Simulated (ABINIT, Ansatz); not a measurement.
## Converging GW for CaZnC2O6 (R-3) in ABINIT

What does each rung of G0W0 on CaZnC2O6 (R-3) cost, and what does it buy?

Calculated with ABINIT 10.8.3; LDA and many-body steps on it, plane waves.

**1. The structure**

Symmetry: R-3, No. 148, trigonal system. The conventional cell has a = 4.866 Å, b = 4.866 Å, c = 16.332 Å, α = 90.00°, β = 90.00°, γ = 120.00°. Nearest to Ca lie 6 O at 2.40 Å. Nearest to Zn lie 6 O at 2.13 Å. C has 3 O at 1.30 Å nearest. O has 1 C at 1.30 Å and 1 Zn at 2.13 Å and 1 Ca at 2.40 Å nearest. Farther neighbours and most contacts between anions are not listed.

Structure file:

```cif
data_structure
_symmetry_space_group_name_H-M 'P 1'
_symmetry_Int_Tables_number 1
_cell_length_a 6.1262
_cell_length_b 6.1262
_cell_length_c 6.1262
_cell_angle_alpha 46.800
_cell_angle_beta 46.800
_cell_angle_gamma 46.800
_cell_volume 111.64
loop_
_atom_site_label
_atom_site_type_symbol
_atom_site_fract_x
_atom_site_fract_y
_atom_site_fract_z
_atom_site_occupancy
Ca1 Ca 0.00000 0.00000 0.00000 1
Zn2 Zn 0.50000 0.50000 0.50000 1
C3 C 0.24254 0.24254 0.24254 1
C4 C 0.75746 0.75746 0.75746 1
O5 O 0.49475 0.96409 0.27357 1
O6 O 0.96409 0.27357 0.49475 1
O7 O 0.27357 0.49475 0.96409 1
O8 O 0.50525 0.03591 0.72643 1
O9 O 0.03591 0.72643 0.50525 1
O10 O 0.72643 0.50525 0.03591 1
```

The cell and positions are those that the Materials Project relaxed with its own functionals (PBE, PBE+U or r2SCAN), kept fixed.

**2. Empty states on the mesh, 2×2×2 mesh, 238 bands**

This step: ABINIT 10.8.3; DFT, LDA, plane waves, norm-conserving pseudopotentials.

The sums over transitions need many empty states on a uniform mesh; this step solves for them.

File run.abi:

```
acell 3*1.0 Angstrom
rprim 
  2.433014964130 1.404701844483 5.444039263300
  -2.433014964130 1.404701844483 5.444039263300
  0.000000000000 -2.809403688966 5.444039263300
ntypat 4
znucl 20 30 6 8
natom 10
typat 1 2 3 3 4 4 4 4 4 4
xred 
  0.000000000000 0.000000000000 0.000000000000
  0.500000000000 0.500000000000 0.500000000000
  0.242541000000 0.242541000000 0.242541000000
  0.757459000000 0.757459000000 0.757459000000
  0.494747000000 0.964090000000 0.273567000000
  0.964090000000 0.273567000000 0.494747000000
  0.273567000000 0.494747000000 0.964090000000
  0.505253000000 0.035910000000 0.726433000000
  0.035910000000 0.726433000000 0.505253000000
  0.726433000000 0.505253000000 0.035910000000
pp_dirpath "pseudos"
pseudos "Ca.upf, Zn.upf, C.upf, O.upf"
ecut 37
ngkpt 2 2 2
nshiftk 1
shiftk 0 0 0
kptopt 1
chksymbreak 0
iscf -2
irdden 1
istwfk *1
nband 238
nbdbuf 20
tolwfr 1e-09
nstep 60
prtvol 0
indata_prefix "in"
outdata_prefix "out"
tmpdata_prefix "tmp"
```

The run is started by

```console
> OMP_NUM_THREADS=1 mpirun -n 4 abinit run.abi > log
```

Numbers of over 12 decimals in the logs are rounded to 6 here.

The log of the run:

```text
.Version 10.8.3 of ABINIT. v10.8.2 released Aug 2026.

 Symmetries : space group R-3 (#148); Bravais hR (rhombohedral)
[... echo of the input left out ...]
== DATASET  1 ==================================================================
-   mpi_nproc: 4, omp_nthreads: 1 (-1 if OMP is not activated)

--- !DatasetInfo
iteration_state: {dtset: 1, }
dimensions: {natom: 10, nkpt: 4, mband: 238, nsppol: 1, nspinor: 1, nspden: 1, mpw: 8140, }
cutoff_energies: {ecut:  37.0, pawecutdg:  -1.0, }
[...]
2.76179    2.76179    2.76978    2.77543    2.77543    2.79991    2.79991    2.80583
   2.81738    2.81738    2.86559    2.86559    2.87124    2.87124    2.90330    2.91080
   2.92840    2.92844    2.95779    2.96162    2.99547    3.00881
 prteigrs : prtvol=0 or 1, do not print more k-points.

== END DATASET(S) ==============================================================
================================================================================

 -outvars: echo values of variables after computation  --------
            nband         238
             nkpt           4
          spgroup         148
 [... the other variables as echoed above ...]

 Calculation completed.
```

The job ended after 2.5 min (4 MPI ranks of Arm Neoverse N1, shared host; peak memory 0.57 GiB).

This step gave:

```yaml
gap: 3.804 eV
k_of_the_valence_top: 0.5, 0, 0
k_of_the_conduction_bottom: 0.5, 0.5, 0.5
least_direct_gap: 4.850 eV
k_points_computed: 4
lowest_point_of_the_top_converged_band_above_the_valence_top: 72.9167 eV
```

On this mesh the gap is 3.804 eV.

The density comes from a self-consistent run that is not shown.

**3. Screening, 2×2×2 mesh, 59 bands, screening to 62.6 eV**

The RPA dielectric matrix is built and inverted for each q.

This step: RPA screening on LDA, plane waves, norm-conserving pseudopotentials.

Changes to run.abi since step 2:

```diff
@@ -28,10 +28,11 @@
 chksymbreak 0
-iscf -2
-irdden 1
 istwfk *1
-nband 238
-nbdbuf 20
-tolwfr 1e-09
-nstep 60
-prtvol 0
+occopt 1
+irdwfk 1
+optdriver 3
+nband 59
+ecuteps 2.3
+inclvkb 2
+awtr 1
+symchi 1
 indata_prefix "in"
```

The log of the run:

```text
.Version 10.8.3 of ABINIT. v10.8.2 released Aug 2026.

 Symmetries : space group R-3 (#148); Bravais hR (rhombohedral)
[... echo of the input left out ...]
== DATASET  1 ==================================================================
-   mpi_nproc: 4, omp_nthreads: 1 (-1 if OMP is not activated)

--- !DatasetInfo
iteration_state: {dtset: 1, }
dimensions: {natom: 10, nkpt: 4, mband: 59, nsppol: 1, nspinor: 1, nspden: 1, mpw: 8140, }
cutoff_energies: {ecut:  37.0, pawecutdg:  -1.0, }
electrons: {nelect:   7.40000000E+01, charge:   0.00000000E+00, occopt:   1.00000000E+00, tsmear:   1.00000000E-02, }

 SCREENING: Calculation of the susceptibility and dielectric matrices

 Based on a program developped by R.W. Godby, V. Olevano, G. Onida, and L. Reining.
 Incorporated in ABINIT by V. Olevano, G.-M. Rignanese, and M. Torrent.
.Using double precision arithmetic ; gwpc =  8

[... cell and pseudopotentials left out ...]
--------------------------------------------------------------------------------

 ==== K-mesh for the wavefunctions ====
 Number of points in the irreducible wedge :     4
[... list of points left out ...]
 Together with  6 symmetry operations and time-reversal symmetry
 yields     8 points in the full Brillouin Zone.

 ==== Q-mesh for the screening function ====
 Number of points in the irreducible wedge :     4
[... list of points left out ...]
 Together with  6 symmetry operations and time-reversal symmetry
 yields     8 points in the full Brillouin Zone.

 setmesh: FFT mesh size selected  =    40x   40x   40
          total number of points  =        64000

 vcoul_init : cutoff-mode = AUXILIARY_FUNCTION
 q-points for optical limit:   1
     1)      0.000010    0.000020    0.000030

- screening: taking advantage of time-reversal symmetry
- Maximum band index for partially occupied states nbvw = 37
- Remaining bands to be divided among processors   nbcw = 22
- Number of bands treated by each node ~5

 Number of electrons calculated from density =   74.0000; Expected =   74.0000
 average of density, n =  0.098228
 r_s =    1.3445
 omega_plasma =   30.2324 [eV]

 calculating chi0 at frequencies [eV] :
  1    0.000000E+00    0.000000E+00
  2    0.000000E+00    3.023239E+01

--------------------------------------------------------------------------------
  q-point number  1        q = ( 0.000000, 0.000000, 0.000000) [r.l.u.]
--------------------------------------------------------------------------------
[... chi0 elements left out ...]
 For q-point:  0.000010 0.000020 0.000030
  dielectric constant =   2.7799
  dielectric constant without local fields =   2.9775

  Average fulfillment of the sum rule on Im[epsilon] for q-point    1 :     15.04  [%]
[... wings left out ...]
  q-point number  2        q = ( 0.500000, 0.000000, 0.000000) [r.l.u.]
--------------------------------------------------------------------------------
[... chi0 elements left out ...]
  Average fulfillment of the sum rule on Im[epsilon] for q-point    2 :     20.32  [%]

 [... 2 further q-points ...]
```

The job ended after 27 s (4 MPI ranks; peak memory 1.4 GiB; 1.8 min of CPU time).

This step gave:

```
ε∞ with local fields, on this mesh, along the program's q direction : 2.780
the same without local fields                                       : 2.978
plasma frequency                                                    : 30.23 eV
plane waves in the screening matrix                                 : 127
```

Local fields lower ε∞ by 7 %. On a Γ-centred mesh this coarse the value itself is usually too large, while a short band sum pulls it down.

**4. 59 bands, 62.6 eV**

The self-energy is evaluated for the states that the input lists, and the levels follow from it, in one-shot runs by the linearised quasiparticle equation.

This step: G0W0 on LDA, plane waves, norm-conserving pseudopotentials.

Changes to run.abi since step 3:

```diff
@@ -31,8 +31,19 @@
 irdwfk 1
-optdriver 3
+optdriver 4
 nband 59
+gwcalctyp 0
+ecutsigx 37
+symsigma 1
+nkptgw 3
+kptgw 
+  0.5000000000 0.0000000000 0.0000000000
+  0.5000000000 0.5000000000 0.5000000000
+  0.0000000000 0.0000000000 0.0000000000
+bdgw 
+  36 39
+  36 39
+  35 39
 ecuteps 2.3
-inclvkb 2
-awtr 1
-symchi 1
+irdscr 1
+ppmodel 1
 indata_prefix "in"
```

The log of the run:

```text
.Version 10.8.3 of ABINIT. v10.8.2 released Aug 2026.

 Symmetries : space group R-3 (#148); Bravais hR (rhombohedral)
[... echo of the input left out ...]
== DATASET  1 ==================================================================
-   mpi_nproc: 4, omp_nthreads: 1 (-1 if OMP is not activated)

--- !DatasetInfo
iteration_state: {dtset: 1, }
dimensions: {natom: 10, nkpt: 4, mband: 59, nsppol: 1, nspinor: 1, nspden: 1, mpw: 8140, }
cutoff_energies: {ecut:  37.0, pawecutdg:  -1.0, }
electrons: {nelect:   7.40000000E+01, charge:   0.00000000E+00, occopt:   1.00000000E+00, tsmear:   1.00000000E-02, }

 SIGMA: Calculation of the GW corrections

 Based on a program developped by R.W. Godby, V. Olevano, G. Onida, and L. Reining.
 Incorporated in ABINIT by V. Olevano, G.-M. Rignanese, and M. Torrent.
.Using double precision arithmetic ; gwpc =  8

[... cell and pseudopotentials left out ...]
--------------------------------------------------------------------------------

 ==== K-mesh for the wavefunctions ====
 Number of points in the irreducible wedge :     4
[... list of points left out ...]
 Together with  6 symmetry operations and time-reversal symmetry
 yields     8 points in the full Brillouin Zone.

 ==== Q-mesh for screening function ====
 Number of points in the irreducible wedge :     4
[... list of points left out ...]
 Together with  6 symmetry operations and time-reversal symmetry
 yields     8 points in the full Brillouin Zone.

 vcoul_init : cutoff-mode = AUXILIARY_FUNCTION
 q-points for optical limit:   1
     1)      0.000010    0.000020    0.000030
 setmesh: FFT mesh size selected  =    64x   64x   64
          total number of points  =       262144

 Number of electrons calculated from density =   74.0000; Expected =   74.0000
 average of density, n =  0.098228
 r_s =    1.3445
 omega_plasma =   30.2324 [eV]

 === KS Band Gaps ===
  >>>> For spin  1
   Minimum direct gap =   4.8496 [eV], located at k-point      :   0.5000  0.5000  0.5000
   Fundamental gap    =   3.8039 [eV], Top of valence bands at :   0.5000  0.0000  0.0000
                                       Bottom of conduction at :   0.5000  0.5000  0.5000
 SIGMA fundamental parameters:
 PLASMON POLE MODEL  1
 number of plane-waves for SigmaX                 8081
 number of plane-waves for SigmaC and W            127
 number of plane-waves for wavefunctions          8081
 number of bands                                    59
 number of independent spin polarizations            1
 number of spinorial components                      1
 number of k-points in IBZ                           4
 number of q-points in IBZ                           4
 number of symmetry operations                       6
 number of k-points in BZ                            8
 number of q-points in BZ                            8
 number of frequencies for dSigma/dE                 9
 frequency step for dSigma/dE [eV]                0.25
 number of omega for Sigma on real axis              0
 max omega for Sigma on real axis  [eV]           0.00
 zcut for avoiding poles [eV]                     0.10

 EPSILON^-1 parameters (SCR file):
 dimension of the eps^-1 matrix on file            127
 dimension of the eps^-1 matrix used               127
 number of plane-waves for wavefunctions          8081
 number of bands                                    59
 number of q-points in IBZ                           4
 number of frequencies                               2
 number of real frequencies                          1
 number of imag frequencies                          1

 matrix elements of self-energy operator (all in [eV])

 Perturbative Calculation

--- !SelfEnergy_ee
iteration_state: {dtset: 1, }
kpoint     : [   0.500,    0.000,    0.000, ]
spin       : 1
KS_gap     :    5.021
QP_gap     :    8.999
Delta_QP_KS:    3.977
data: !SigmaeeData |
     Band     E0 <VxcDFT>   SigX SigC(E0)      Z dSigC/dE  Sig(E)    E-E0       E
       36   1.702 -19.684 -25.006   4.631   0.802  -0.246 -20.239  -0.555   1.147
       37   2.236 -21.296 -26.816   4.631   0.806  -0.241 -22.013  -0.716   1.519
       38   7.257 -15.772  -9.754  -2.109   0.834  -0.199 -12.511   3.261  10.518
       39   7.609 -16.698 -10.791  -2.061   0.831  -0.203 -13.501   3.196  10.805

--- !SelfEnergy_ee
iteration_state: {dtset: 1, }
kpoint     : [   0.500,    0.500,    0.500, ]
spin       : 1
KS_gap     :    4.850
QP_gap     :    8.764
Delta_QP_KS:    3.914
data: !SigmaeeData |
     Band     E0 <VxcDFT>   SigX SigC(E0)      Z dSigC/dE  Sig(E)    E-E0       E
       36   1.190 -22.830 -28.193   4.221   0.807  -0.239 -23.751  -0.921   0.269
       37   1.190 -22.830 -28.193   4.221   0.807  -0.239 -23.751  -0.921   0.269
[...]
--- !SelfEnergy_ee
iteration_state: {dtset: 1, }
kpoint     : [   0.000,    0.000,    0.000, ]
spin       : 1
KS_gap     :    4.892
QP_gap     :    8.464
Delta_QP_KS:    3.572
data: !SigmaeeData |
     Band     E0 <VxcDFT>   SigX SigC(E0)      Z dSigC/dE  Sig(E)    E-E0       E
[...]
37   1.457 -19.250 -24.705   4.637   0.801  -0.249 -19.905  -0.655   0.802
       38   6.349 -15.288  -9.771  -2.090   0.851  -0.175 -12.370   2.917   9.266
       39   7.290 -16.269 -10.633  -1.920   0.830  -0.206 -13.187   3.082  10.372

== END DATASET(S) ==============================================================
================================================================================

 -outvars: echo values of variables after computation  --------
           etotal      0.0000000000E+00
            nband          59
             nkpt           4
          spgroup         148
 [... the other variables as echoed above ...]

 Calculation completed.
```

Run time: 12 s. Hardware: 4 MPI ranks; peak memory 1.3 GiB.

This step gave:

```yaml
g0w0_gap_on_the_points_computed: 7.513 eV
starting_gap_on_the_mesh: 3.804 eV
k_of_the_valence_top: 0.5, 0, 0
k_of_the_conduction_bottom: 0.5, 0.5, 0.5
z_at_the_valence_top: 0.806
z_at_the_conduction_bottom: 0.85
least_direct_g0w0_gap_on_the_computed_points: 8.464 eV
```

The gap on the mesh goes from 3.80 eV to 7.51 eV, a correction of +3.71 eV.

**5. Screening, 2×2×2 mesh, 110 bands, screening to 114.3 eV**

This step: RPA screening on LDA, plane waves, norm-conserving pseudopotentials.

Changes to run.abi since step 4:

```diff
@@ -31,19 +31,8 @@
 irdwfk 1
-optdriver 4
-nband 59
-gwcalctyp 0
-ecutsigx 37
-symsigma 1
-nkptgw 3
-kptgw 
-  0.5000000000 0.0000000000 0.0000000000
-  0.5000000000 0.5000000000 0.5000000000
-  0.0000000000 0.0000000000 0.0000000000
-bdgw 
-  36 39
-  36 39
-  35 39
-ecuteps 2.3
-irdscr 1
-ppmodel 1
+optdriver 3
+nband 110
+ecuteps 4.2
+inclvkb 2
+awtr 1
+symchi 1
 indata_prefix "in"
```

The log of the run:

```text
.Version 10.8.3 of ABINIT. v10.8.2 released Aug 2026.

 Symmetries : space group R-3 (#148); Bravais hR (rhombohedral)
[... echo of the input left out ...]
== DATASET  1 ==================================================================
-   mpi_nproc: 4, omp_nthreads: 1 (-1 if OMP is not activated)

--- !DatasetInfo
iteration_state: {dtset: 1, }
dimensions: {natom: 10, nkpt: 4, mband: 110, nsppol: 1, nspinor: 1, nspden: 1, mpw: 8140, }
cutoff_energies: {ecut:  37.0, pawecutdg:  -1.0, }
electrons: {nelect:   7.40000000E+01, charge:   0.00000000E+00, occopt:   1.00000000E+00, tsmear:   1.00000000E-02, }

 SCREENING: Calculation of the susceptibility and dielectric matrices

 Based on a program developped by R.W. Godby, V. Olevano, G. Onida, and L. Reining.
 Incorporated in ABINIT by V. Olevano, G.-M. Rignanese, and M. Torrent.
.Using double precision arithmetic ; gwpc =  8

[... cell and pseudopotentials left out ...]
--------------------------------------------------------------------------------

 ==== K-mesh for the wavefunctions ====
 Number of points in the irreducible wedge :     4
[... list of points left out ...]
 Together with  6 symmetry operations and time-reversal symmetry
 yields     8 points in the full Brillouin Zone.

 ==== Q-mesh for the screening function ====
 Number of points in the irreducible wedge :     4
[... list of points left out ...]
 Together with  6 symmetry operations and time-reversal symmetry
 yields     8 points in the full Brillouin Zone.

 setmesh: FFT mesh size selected  =    45x   45x   45
          total number of points  =        91125

 vcoul_init : cutoff-mode = AUXILIARY_FUNCTION
 q-points for optical limit:   1
     1)      0.000010    0.000020    0.000030

- screening: taking advantage of time-reversal symmetry
- Maximum band index for partially occupied states nbvw = 37
- Remaining bands to be divided among processors   nbcw = 73
- Number of bands treated by each node ~18

 Number of electrons calculated from density =   74.0000; Expected =   74.0000
 average of density, n =  0.098228
 r_s =    1.3445
 omega_plasma =   30.2324 [eV]

 calculating chi0 at frequencies [eV] :
  1    0.000000E+00    0.000000E+00
  2    0.000000E+00    3.023239E+01

--------------------------------------------------------------------------------
  q-point number  1        q = ( 0.000000, 0.000000, 0.000000) [r.l.u.]
--------------------------------------------------------------------------------
[... chi0 elements left out ...]
 For q-point:  0.000010 0.000020 0.000030
  dielectric constant =   2.9539
  dielectric constant without local fields =   3.2701

  Average fulfillment of the sum rule on Im[epsilon] for q-point    1 :     34.66  [%]
[... wings left out ...]
  q-point number  2        q = ( 0.500000, 0.000000, 0.000000) [r.l.u.]
--------------------------------------------------------------------------------
[... chi0 elements left out ...]
  Average fulfillment of the sum rule on Im[epsilon] for q-point    2 :     40.11  [%]

 [... 2 further q-points ...]
```

Wall time 1.7 min (4 MPI ranks); peak memory 2 GiB; 6.9 min of CPU time.

This step gave:

```
ε∞ with local fields, on this mesh, along the program's q direction : 2.954
the same without local fields                                       : 3.270
plasma frequency                                                    : 30.23 eV
plane waves in the screening matrix                                 : 309
```

(Part 1 of 2 ends here.)

[Paths, hosts, dates, memory and timing lines, banners, echoed tables and standing remarks are left out of the program output.]

[Logs are printed without paths, hosts, clocks, repeated set-up lines and the standing remarks that a program may print on its own settings, such as how far it seeks lower states.]

[Runs of the session that timed out or met a known fault of the program may be left out.]

[Hosts, paths, dates, database ids (printed as entryN), source tags and the programs' standing remarks are cut or masked in the printed files.]

[G0W0 gaps are taken among the corrected bands and points alone; a level outside them can change the order at an edge.]

[Where Ansatz stands beside ABINIT at settings called matched, ABINIT's density can come from a denser mesh and the files from another edition; pairs whose starting gaps differed by over 0.03 eV were left out, so agreement reads better than it is.]
